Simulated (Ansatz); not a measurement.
# linear Tc chain under tension and compression, part 2 of 3

Does stretching change the magnetism or the channel count of the linear Tc chain?

Ansatz 0.2.0; DFT PBE, plane waves, PAW; relaxation of a chain's period (the session's first sound run).

So far. Step 2 (Relaxing the period): The cell's length comes to 2.169 Å with no moment. That is -21 % against the start, more than a small adjustment.

### 3. The chain at a fixed length, period over the relaxed period 0.88, k-mesh 1×1×42

This step: DFT PBE, plane waves, PAW; channels and complex bands of a perfect chain (Ansatz 0.2.0).

The period is set to 0.88 times the relaxed one: shorter bonds widen the bands.

The cell differs from the one that the last finished run ended in (c 2.169 → 1.908 Å).

input.yaml

```yaml
crystal:
  lattice:
    - [7.5, 0.0, 0.0]
    - [0.0, 7.5, 0.0]
    - [0.0, 0.0, 1.9083500865]
  atoms:
    - { symbol: Tc, position: [0.5, 0.5, 0.0], spin: 2.0 }
magnetization:
  spin_polarized: true
kpoints:
  mp_grid: { grid: [1, 1, 42] }
scf:
  occupations: { method: fermi_dirac, width: 0.05 }
hamiltonian:
  xc: pbe
output:
  transmission:
    e_range: [-2, 2]
    de: 0.035
    kmesh: [1, 1]
    reduced_basis: true
    leads: [[0, 0]]
  stress: true
```

Command:

```console
> ansatz run input.yaml --threads 4 --pin off --max-ram 8192MiB --backend cpu --events-out ev --progress --plain --runs-dir out
```

Numbers of over 12 decimals in the logs are rounded to 6 here.

What it wrote:

```text
[...]
Crystal: 1 atoms, lattice volume = 107.345 Å³
Basis set: ecut = 500 eV, 2775 PW (Γ)
Bands: 13, of which v1, the nominal top of the filled ones, is band 8 counted from 1 (7 counted from 0)
Symmetry: 16 space group operations
[...]
k-points: 22 of 42
[...]
Starting moments: Σ|m| = 2 μB on 1 of 1 site
[...]
SCF iter   1: F=—  HF=-5391.730215 eV  |F-HF|=—  |Δ(HF+E_count)|=         —  Δρ=4.49e-2 (↑2.11e-2 ↓4.49e-2)  dr2=2.87e0  dr2_m=9.10e-1  M=0.404 μB ∫|m|=0.404 μB  β_m=0.30  ethr=3.10e-3  ⟨swp⟩=6.5  Hψ=3686  notcnv=0
[...]
SCF iter  10: F=-5392.585992 eV  HF=-5392.585992 eV  |F-HF|=3.64e-12  |Δ(HF+E_count)|=  1.16e-10  Δρ=4.06e-8 (↑4.06e-8 ↓3.73e-8)  dr2=2.13e-12  dr2_m=6.78e-13  M=0.000 μB ∫|m|=0.000 μB  ethr=1.00e-12  ⟨swp⟩=4.5  Hψ=2331  notcnv=0
SCF 1 converged in 10 iterations: F = -5392.585992 eV  dr2 = 2.13e-12
[...]
transmission: 6 of 36 steps passed
transmission: 9 of 36 steps passed
[...]
transmission: 36 of 36 steps passed
SCF converged after 10 iterations
Magnetization: 0.0000 μB (7.5000 up, 7.5000 down)
Absolute magnetization: 0.0000 μB (∫|ρ↑−ρ↓|, with the PAW one-centre terms)
[...]
Per-site moments (μB) at R_I (Å): [(1.4029515811214241e-7, 0.787194)]
Free energy (F): -5392.585992 eV
[...]
Internal energy: -5392.576706 eV  (E = F + TS)
E sigma→0 (E₀):  -5392.581349 eV
Entropy (-TS):   -0.009286 eV (-9.286 meV/atom)
Fermi energy:    -0.871391 eV
[...]
--- Stress (GPa, compression-positive) ---
       -0.243962       0.000000       0.000000
        0.000000      -0.243962       0.000000
        0.000000       0.000000      32.119043
  P = ⅓ Tr σ = 10.5437 GPa (105.437 kbar)
--- Band table (eV; the first three rows and the last of 44) ---
  k-point 0 ↑: bands = [... 4 lower, -8.1520, -3.3420, -3.3326, -2.7255, 1.2838, 1.2838, 3.3296, 4.3703, ... 1 higher]
  k-point 1 ↑: bands = [... 4 lower, -8.0539, -3.3262, -3.3168, -2.6940, 1.2781, 1.2781, 3.3535, 4.3927, ... 1 higher]
  k-point 2 ↑: bands = [... 4 lower, -7.7652, -3.2790, -3.2697, -2.5985, 1.2529, 1.2529, 3.4253, 4.4598, ... 1 higher]
  k-point 21 ↓: bands = [... 4 lower, -7.6262, -7.6262, 0.4425, 0.4431, 3.6283, 7.3553, 11.5078, 11.5078, ... 1 higher]
--- Transmission ---
  basis      : 593 plane waves across, 3 finite elements along
  points     : 1, standing for a mesh of 1 x 1
  filling    : by the input's occupations and mesh, since the crystals that have channels conduct as metals do. If one of these is a semiconductor, that mesh has misplaced its level
  energies   : 115 from -2.000000 to 1.990000 eV about the Fermi level, 0.035000 eV apart; the leads are filled to 0.000000 eV, and channels, transmission and decay are at -0.005000 eV
  crystal 0  : Tc1, at the sites [0, 0], period 1.9084 Å: whole cells are its period
    offset         : up to 0.0000 Å between an atom of the period and one for which it stands
    filled         : 14.6 meV under the level at which it is neutral
    channels       : 6.000000e0 up, 6.000000e0 down
    conductance    : 8.2646e14 S/m² at 300 K; may be off by some 0.0 % by where its bands' edges are placed, 0.0 % from the distance to neutral
```

The job ended after 23 s (4 threads of Arm Neoverse V2, shared host; peak memory 0.48 GiB; 79 s of CPU time).

In the SCF lines HF is the Harris–Foulkes energy and dr2 the Hartree energy of the density residual, in eV; the loop may stop once dr2 is under the threshold and the program's other checks hold. Hψ counts applications of the Hamiltonian.

This step gave:

| Quantity | Value |
| --- | --- |
| energy at zero smearing | -5392.5813 eV |
| channels at the energy nearest the Fermi level, spin up | 6 |
| channels at the energy nearest the Fermi level, spin down | 6 |
| conductance of the lead as this run defines it | 6.000 G₀ |
| band gap | 0 eV |

Table of open channels of the lead by energy, zero at the Fermi level:

```
energy (eV)  spin up  spin down
      -2.00        5          5
      -1.90        5          5
      -1.79        6          6
      -1.69        6          6
      -1.58        6          6
      -1.48        6          6
      -1.37        6          6
      -1.23        6          6
      -1.12        6          6
      -1.02        6          6
      -0.92        6          6
      -0.81        6          6
      -0.70        6          6
      -0.60        6          6
      -0.49        6          6
      -0.39        6          6
      -0.28        6          6
      -0.18        6          6
      -0.07        6          6
      -0.01        6          6
       0.07        6          6
       0.17        6          6
       0.28        6          6
       0.38        6          6
       0.48        6          6
       0.59        6          6
       0.69        6          6
       0.80        6          6
       0.91        6          6
       1.01        6          6
       1.11        6          6
       1.22        6          6
       1.36        4          4
       1.47        4          4
       1.57        4          4
       1.68        4          4
       1.78        4          4
       1.89        4          4
       1.99        4          4
```

At the computed energy nearest the Fermi level there are 6 spin-up and 6 spin-down channels, and the thermal average gives 6.00 G₀.

### 4. At a set period, period over the relaxed period 0.92, k-mesh 1×1×41

The period is set to 0.92 times the relaxed one: shorter bonds widen the bands.

The cell differs from the one that the last finished run ended in (c 1.908 → 1.995 Å).

Changes to input.yaml since step 3:

```diff
@@ -4,3 +4,3 @@
     - [0.0, 7.5, 0.0]
-    - [0.0, 0.0, 1.9083500865]
+    - [0.0, 0.0, 1.9950932722]
   atoms:
@@ -10,3 +10,3 @@
 kpoints:
-  mp_grid: { grid: [1, 1, 42] }
+  mp_grid: { grid: [1, 1, 41] }
 scf:
```

What it wrote:

```text
[...]
Crystal: 1 atoms, lattice volume = 112.224 Å³
Basis set: ecut = 500 eV, 2895 PW (Γ)
Bands: 13, of which v1, the nominal top of the filled ones, is band 8 counted from 1 (7 counted from 0)
Symmetry: 16 space group operations
[...]
k-points: 21 of 41
[...]
Starting moments: Σ|m| = 2 μB on 1 of 1 site
[...]
--- Transmission ---
  basis      : 593 plane waves across, 3 finite elements along
  points     : 1, standing for a mesh of 1 x 1
[...]
crystal 0  : Tc1, at the sites [0, 0], period 1.9951 Å: whole cells are its period
[...]
filled         : 44.6 meV over the level at which it is neutral
    channels       : 6.000000e0 up, 6.000000e0 down
[...]
[key lines of the parts left out:]
SCF converged after 10 iterations
Magnetization: -0.0000 μB (7.5000 up, 7.5000 down)
Free energy (F): -5393.319311 eV
Fermi energy:    -1.076798 eV
P = ⅓ Tr σ = 5.4620 GPa (54.620 kbar)
```

The job ended after 23 s (4 threads; peak memory 0.47 GiB).

At the computed energy nearest the Fermi level there are 6 spin-up and 6 spin-down channels, and the thermal average gives 6.00 G₀.

### 5. At a set period, period over the relaxed period 0.96, k-mesh 1×1×39

The period is set to 0.96 times the relaxed one: shorter bonds widen the bands.

The cell differs from the one that the last finished run ended in (c 1.995 → 2.082 Å).

Changes to input.yaml since step 4:

```diff
@@ -4,3 +4,3 @@
     - [0.0, 7.5, 0.0]
-    - [0.0, 0.0, 1.9950932722]
+    - [0.0, 0.0, 2.081836458]
   atoms:
@@ -10,3 +10,3 @@
 kpoints:
-  mp_grid: { grid: [1, 1, 41] }
+  mp_grid: { grid: [1, 1, 39] }
 scf:
```

What it wrote:

```text
[...]
Crystal: 1 atoms, lattice volume = 117.103 Å³
Basis set: ecut = 500 eV, 2983 PW (Γ)
Bands: 13, of which v1, the nominal top of the filled ones, is band 8 counted from 1 (7 counted from 0)
Symmetry: 16 space group operations
[...]
k-points: 20 of 39
[...]
Starting moments: Σ|m| = 2 μB on 1 of 1 site
[...]
--- Transmission ---
  basis      : 593 plane waves across, 3 finite elements along
  points     : 1, standing for a mesh of 1 x 1
[...]
crystal 0  : Tc1, at the sites [0, 0], period 2.0818 Å: whole cells are its period
[...]
filled         : 4.1 meV under the level at which it is neutral
    channels       : 6.000000e0 up, 6.000000e0 down
[...]
[key lines of the parts left out:]
SCF converged after 11 iterations
Magnetization: 0.0000 μB (7.5000 up, 7.5000 down)
Free energy (F): -5393.661833 eV
Fermi energy:    -1.362482 eV
P = ⅓ Tr σ = 2.0548 GPa (20.548 kbar)
```

Run time: 20 s. Hardware: 4 threads; peak memory 0.49 GiB.

At the computed energy nearest the Fermi level there are 6 spin-up and 6 spin-down channels, and the thermal average gives 6.00 G₀.

### 6. The chain at a fixed length, period over the relaxed period 1, k-mesh 1×1×37

The period is set to 1.0 times the relaxed one, as the point of reference.

Changes to input.yaml since step 5:

```diff
@@ -4,3 +4,3 @@
     - [0.0, 7.5, 0.0]
-    - [0.0, 0.0, 2.081836458]
+    - [0.0, 0.0, 2.1685796437]
   atoms:
@@ -10,3 +10,3 @@
 kpoints:
-  mp_grid: { grid: [1, 1, 39] }
+  mp_grid: { grid: [1, 1, 37] }
 scf:
```

What it wrote:

```text
[...]
Crystal: 1 atoms, lattice volume = 121.983 Å³
Basis set: ecut = 500 eV, 3055 PW (Γ)
Bands: 13, of which v1, the nominal top of the filled ones, is band 8 counted from 1 (7 counted from 0)
Symmetry: 16 space group operations
[...]
k-points: 19 of 37
[...]
Starting moments: Σ|m| = 2 μB on 1 of 1 site
[...]
--- Transmission ---
  basis      : 593 plane waves across, 3 finite elements along
  points     : 1, standing for a mesh of 1 x 1
[...]
crystal 0  : Tc1, at the sites [0, 0], period 2.1686 Å: whole cells are its period
[...]
filled         : 21.0 meV under the level at which it is neutral
    channels       : 6.000000e0 up, 6.000000e0 down
[...]
[key lines of the parts left out:]
SCF converged after 10 iterations
Magnetization: -0.0000 μB (7.5000 up, 7.5000 down)
Free energy (F): -5393.765598 eV
Fermi energy:    -1.571375 eV
P = ⅓ Tr σ = -0.2286 GPa (-2.286 kbar)
```

The job ended after 17 s (4 threads; peak memory 0.47 GiB; 60 s of CPU time).

At the computed energy nearest the Fermi level there are 6 spin-up and 6 spin-down channels, and the thermal average gives 6.00 G₀.

### 7. The chain at a fixed length, period over the relaxed period 1.04, k-mesh 1×1×36

The period is set to 1.04 times the relaxed one: longer bonds narrow the bands.

The cell differs from the one that the last finished run ended in (c 2.169 → 2.255 Å).

Changes to input.yaml since step 6:

```diff
@@ -4,3 +4,3 @@
     - [0.0, 7.5, 0.0]
-    - [0.0, 0.0, 2.1685796437]
+    - [0.0, 0.0, 2.2553228294]
   atoms:
@@ -10,3 +10,3 @@
 kpoints:
-  mp_grid: { grid: [1, 1, 37] }
+  mp_grid: { grid: [1, 1, 36] }
 scf:
```

What it wrote:

```text
[...]
Crystal: 1 atoms, lattice volume = 126.862 Å³
Basis set: ecut = 500 eV, 3201 PW (Γ)
Bands: 13, of which v1, the nominal top of the filled ones, is band 8 counted from 1 (7 counted from 0)
Symmetry: 16 space group operations
[...]
k-points: 19 of 36
[...]
Starting moments: Σ|m| = 2 μB on 1 of 1 site
[...]
--- Transmission ---
  basis      : 593 plane waves across, 4 finite elements along
  points     : 1, standing for a mesh of 1 x 1
[...]
crystal 0  : Tc1, at the sites [0, 0], period 2.2553 Å: whole cells are its period
[...]
filled         : 2.4 meV over the level at which it is neutral
    channels       : 6.000000e0 up, 6.000000e0 down
[...]
[key lines of the parts left out:]
SCF converged after 13 iterations
Magnetization: -0.0000 μB (7.5000 up, 7.5000 down)
Free energy (F): -5393.687772 eV
Fermi energy:    -1.698165 eV
P = ⅓ Tr σ = -1.6898 GPa (-16.898 kbar)
```

It took 19 s on 4 threads; peak memory 0.47 GiB; 67 s of CPU time.

At the computed energy nearest the Fermi level there are 6 spin-up and 6 spin-down channels, and the thermal average gives 6.00 G₀. The change of length costs 0.081 eV a cell and leaves no moment.

### 8. At a set period, period over the relaxed period 1.08, k-mesh 1×1×35

The period is set to 1.08 times the relaxed one: longer bonds narrow the bands.

The cell differs from the one that the last finished run ended in (c 2.255 → 2.342 Å).

Changes to input.yaml since step 7:

```diff
@@ -4,3 +4,3 @@
     - [0.0, 7.5, 0.0]
-    - [0.0, 0.0, 2.2553228294]
+    - [0.0, 0.0, 2.3420660152]
   atoms:
@@ -10,3 +10,3 @@
 kpoints:
-  mp_grid: { grid: [1, 1, 36] }
+  mp_grid: { grid: [1, 1, 35] }
 scf:
```

What it wrote:

```text
[...]
Crystal: 1 atoms, lattice volume = 131.741 Å³
Basis set: ecut = 500 eV, 3337 PW (Γ)
Bands: 13, of which v1, the nominal top of the filled ones, is band 8 counted from 1 (7 counted from 0)
Symmetry: 16 space group operations
[...]
k-points: 18 of 35
[...]
Starting moments: Σ|m| = 2 μB on 1 of 1 site
[...]
--- Transmission ---
  basis      : 593 plane waves across, 4 finite elements along
  points     : 1, standing for a mesh of 1 x 1
[...]
crystal 0  : Tc1, at the sites [0, 0], period 2.3421 Å: whole cells are its period
[...]
filled         : 20.2 meV over the level at which it is neutral
    channels       : 4.000000e0 up, 6.000000e0 down
[...]
[key lines of the parts left out:]
SCF converged after 10 iterations
Magnetization: 2.0489 μB (8.5245 up, 6.4755 down)
Free energy (F): -5393.558095 eV
Fermi energy:    -1.585057 eV
P = ⅓ Tr σ = -1.1759 GPa (-11.759 kbar)
```

It took 21 s on 4 threads; peak memory 0.56 GiB.

At the computed energy nearest the Fermi level there are 4 spin-up and 6 spin-down channels, and the thermal average gives 4.99 G₀. The change of length costs 0.213 eV a cell and leaves an absolute moment of 2.05 μB a cell.

Between step 3 and this run (period over the relaxed period 1.08 and k-mesh 1×1×35) the value for the conductance of the lead as this run defines it moves from 6.00 G₀ to 4.99 G₀ (-17 %).

### 9. The chain at a fixed length, period over the relaxed period 1.13, k-mesh 1×1×33

The period is set to 1.13 times the relaxed one: longer bonds narrow the bands.

The cell differs from the one that the last finished run ended in (c 2.342 → 2.450 Å).

Changes to input.yaml since step 8:

```diff
@@ -4,3 +4,3 @@
     - [0.0, 7.5, 0.0]
-    - [0.0, 0.0, 2.3420660152]
+    - [0.0, 0.0, 2.4504949974]
   atoms:
@@ -10,3 +10,3 @@
 kpoints:
-  mp_grid: { grid: [1, 1, 35] }
+  mp_grid: { grid: [1, 1, 33] }
 scf:
```

What it wrote:

```text
[...]
Crystal: 1 atoms, lattice volume = 137.840 Å³
Basis set: ecut = 500 eV, 3553 PW (Γ)
Bands: 13, of which v1, the nominal top of the filled ones, is band 8 counted from 1 (7 counted from 0)
Symmetry: 16 space group operations
[...]
k-points: 17 of 33
[...]
Starting moments: Σ|m| = 2 μB on 1 of 1 site
[...]
--- Transmission ---
  basis      : 593 plane waves across, 4 finite elements along
  points     : 1, standing for a mesh of 1 x 1
[...]
crystal 0  : Tc1, at the sites [0, 0], period 2.4505 Å: whole cells are its period
[...]
filled         : 4.8 meV under the level at which it is neutral
    channels       : 4.000000e0 up, 5.000000e0 down
[...]
[key lines of the parts left out:]
SCF converged after 12 iterations
Magnetization: 2.4425 μB (8.7212 up, 6.2788 down)
Free energy (F): -5393.414077 eV
Fermi energy:    -1.597139 eV
P = ⅓ Tr σ = -1.7363 GPa (-17.363 kbar)
```

It took 21 s on 4 threads; peak memory 0.51 GiB; 75 s of CPU time.

Open channels of the lead against energy, zero at the Fermi level:

```
energy (eV)  spin up  spin down
     -2.000        4          3
     -1.790        6          3
     -1.615        6          3
     -1.405        6          3
     -1.195        6          3
     -0.985        6          3
     -0.810        5          3
     -0.600        4          4
     -0.390        4          4
     -0.215        4          4
     -0.005        4          5
      0.205        4          6
      0.415        4          6
      0.590        4          6
      0.800        3          6
      1.010        3          6
      1.185        3          6
      1.395        3          5
      1.605        1          4
      1.815        1          4
```

At the computed energy nearest the Fermi level there are 4 spin-up and 5 spin-down channels, and the thermal average gives 4.51 G₀. The change of length costs 0.356 eV a cell and leaves an absolute moment of 2.44 μB a cell.

### 10. The chain at a fixed length, period over the relaxed period 1.2, k-mesh 1×1×31

The period is set to 1.2 times the relaxed one: longer bonds narrow the bands.

The cell differs from the one that the last finished run ended in (c 2.450 → 2.602 Å).

Changes to input.yaml since step 9:

```diff
@@ -4,3 +4,3 @@
     - [0.0, 7.5, 0.0]
-    - [0.0, 0.0, 2.4504949974]
+    - [0.0, 0.0, 2.6022955724]
   atoms:
@@ -10,3 +10,3 @@
 kpoints:
-  mp_grid: { grid: [1, 1, 33] }
+  mp_grid: { grid: [1, 1, 31] }
 scf:
```

What it wrote:

```text
[...]
Crystal: 1 atoms, lattice volume = 146.379 Å³
Basis set: ecut = 500 eV, 3745 PW (Γ)
Bands: 13, of which v1, the nominal top of the filled ones, is band 8 counted from 1 (7 counted from 0)
Symmetry: 16 space group operations
[...]
k-points: 16 of 31
[...]
Starting moments: Σ|m| = 2 μB on 1 of 1 site
[...]
--- Transmission ---
  basis      : 593 plane waves across, 4 finite elements along
  points     : 1, standing for a mesh of 1 x 1
[...]
crystal 0  : Tc1, at the sites [0, 0], period 2.6023 Å: whole cells are its period
[...]
filled         : 4.4 meV over the level at which it is neutral
    channels       : 3.000000e0 up, 4.000000e0 down
[...]
[key lines of the parts left out:]
SCF converged after 10 iterations
Magnetization: 3.3226 μB (9.1613 up, 5.8387 down)
Free energy (F): -5393.168600 eV
Fermi energy:    -1.553461 eV
P = ⅓ Tr σ = -1.4567 GPa (-14.567 kbar)
```

Wall time 19 s (4 threads); peak memory 0.54 GiB.

At the computed energy nearest the Fermi level there are 3 spin-up and 4 spin-down channels, and the thermal average gives 3.55 G₀. The change of length costs 0.600 eV a cell and leaves an absolute moment of 3.32 μB a cell.

For the conductance of the lead as this run defines it, step 3 gave 6.00 G₀; this run, with period over the relaxed period 1.2 and k-mesh 1×1×31, gives 3.55 G₀ (-41 %).

(Continued in part 3 of 3.)

[Logs are printed without paths, hosts, clocks, repeated set-up lines and the standing remarks that a program may print on its own settings, such as how far it seeks lower states.]

[Hosts, paths, dates, database ids (printed as entryN), source tags and the programs' standing remarks are cut or masked in the printed files.]
